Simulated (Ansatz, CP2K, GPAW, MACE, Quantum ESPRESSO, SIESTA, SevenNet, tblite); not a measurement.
# Which run comes nearest? Random rock-salt alloy of CaS and PbS (64 atoms)

The cell holds 64 atoms: 12 Pb, 32 S and 20 Ca. Cell: a = 11.565 Å, b = 11.565 Å, c = 11.565 Å, α = 90.0°, β = 90.0°, γ = 90.0°. It derives from CaS (rock-salt), repeated 2×2×2. Rock-salt CaS, 2 x 2 x 2 conventional cells, 12 of 32 Ca sites given to Pb at random (x = 0.375), lattice by Vegard's rule (a = 5.782 Å); not relaxed, displaced by a Gaussian of 0.02 Å. Then every atom was moved at random, 0.05 Å r.m.s. a Cartesian component.

Geometry: as built.

The reference, a calculation:

```
method                                           : Kohn-Sham DFT, PBE, SSSP efficiency 1.3.0 pseudopotentials, plane waves (Quantum ESPRESSO 7.5); sssp-pbe-1.3.0-efficiency, cutoffs 45/360 Ry, Γ point
r.m.s. force component                           : 0.4224 eV/Å
longest force                                    : 1.37 eV/Å
pressure                                         : 2.787 GPa
gap (highest filled to lowest empty level) : 1.836 eV
time                                             : 5.8 min on 4 MPI ranks of Arm Neoverse V2, shared host
CPU time                                         : 23 min
```

**Question.** The same geometry is run in other programs. How far does each lie from the reference, and what does it cost?
- GPAW PBE, LCAO dzp, h 0.2 Å (GPAW 26.7.0; 1 thread)
- tblite GFN1-xTB (tblite 0.8.0; 1 thread)
- CP2K PBE, DZVP-UZH, 600/50 Ry, diagonalisation (CP2K 2026.2; 4 MPI ranks)
- SIESTA PBE, DZP, shift 0.01 Ry, mesh 300 Ry (SIESTA 5.4.2; 1 thread)
- MACE MPA-0 medium potential (MACE MPA-0 medium; 1 thread)
- tblite IPEA1-xTB (tblite 0.8.0; 1 thread)
- GPAW PBE, plane waves 450 eV (GPAW 26.7.0; 2 MPI ranks)
- MACE MP-0b2 small potential (MACE MP-0b2 small; 1 thread)
- GPAW revPBE, LCAO dzp, h 0.2 Å (GPAW 26.7.0; 1 thread)
- SevenNet l3i5 potential (SevenNet l3i5; 1 thread)

Differences are against the plane-wave reference, forces as r.m.s. over components; share is that over the reference's r.m.s. force, slope the least-squares factor from reference forces to these. Total energies of different programs have different zeros and aren't compared.

| run | Δ force, r.m.s. (meV/Å) | share (%) | slope | Δ pressure (GPa) | Δ gap (eV) | cores | CPU time | memory (GiB) |
| --- | --- | --- | --- | --- | --- | --- | --- | --- |
| reference | - | - | - | - | - | 4 | 23 min | 3.5 |
| GPAW PBE, LCAO dzp, h 0.2 Å | 35.7 | 8.45 | 1.054 | - | 0.0104 | 1 | 3.7 min | 1.6 |
| tblite GFN1-xTB | 277 | 65.5 | 0.543 | -10.2 | - | 1 | 4.3 s | 0.13 |
| CP2K PBE, DZVP-UZH, 600/50 Ry, diagonalisation | 29.8 | 7.04 | 1.062 | 0.917 | -0.0314 | 4 | 3.7 min | 5.7 |
| SIESTA PBE, DZP, shift 0.01 Ry, mesh 300 Ry | 173 | 40.9 | 1.046 | 3.09 | -0.115 | 1 | 3.1 min | 1.1 |
| MACE MPA-0 medium potential | 71.6 | 17.0 | 1.025 | -0.129 | - | 1 | 6.3 s | 0.76 |
| tblite IPEA1-xTB | 185 | 43.9 | 0.764 | -9.86 | - | 1 | 3.6 s | 0.13 |
| GPAW PBE, plane waves 450 eV | 18.1 | 4.29 | 0.970 | -0.340 | -0.0507 | 2 | 4.9 min | 1.4 |
| MACE MP-0b2 small potential | 82.9 | 19.6 | 0.898 | -0.329 | - | 1 | 5.5 s | 0.67 |
| GPAW revPBE, LCAO dzp, h 0.2 Å | 42.0 | 9.95 | 1.070 | - | 0.0586 | 1 | 3.7 min | 1.6 |
| SevenNet l3i5 potential | 71.6 | 16.9 | 1.006 | 0.205 | - | 1 | 7.4 s | 0.93 |

Times of the machine-learned potentials are mostly Python's start and the loading of weights.

CPU time is summed over cores on a shared host, where runs went side by side, so it is rough. Symmetry, cutoffs, thresholds, outputs and thread counts weren't matched or tuned between programs; memory under MPI is the largest rank's times the ranks.

PBE on plane waves or a grid with other potentials, cutoffs or grids differs from the reference by 4.3 % (GPAW PBE, plane waves 450 eV) of the r.m.s. force; this holds the reference's own error, so differences of a few per cent don't tell which side is nearer the exact PBE result. The PBE runs in local orbitals differ by 7.0 % (CP2K PBE, DZVP-UZH, 600/50 Ry, diagonalisation) to 41 % (SIESTA PBE, DZP, shift 0.01 Ry, mesh 300 Ry); basis, grid and potentials can all enter. Tight binding differs by 44 % (tblite IPEA1-xTB) to 65 % (tblite GFN1-xTB); it is another model, with fitted parameters of its own, and the xTB methods hold dispersion. Machine-learned potentials differ by 17 % (SevenNet l3i5 potential) to 20 % (MACE MP-0b2 small potential); they were trained on other programs' data. Periodic xTB results under one method name differ between programs and library versions. Machine-learned potentials mimic data converged in k, so the reference's own k-point error enters their differences. The electronic-structure runs sample only Γ, in a cell whose shortest periodic width is 12 Å.

[Logs are printed without paths, hosts, clocks, repeated set-up lines and the standing remarks that a program may print on its own settings, such as how far it seeks lower states.]

[Hosts, paths, dates, database ids (printed as entryN), source tags and the programs' standing remarks are cut or masked in the printed files.]
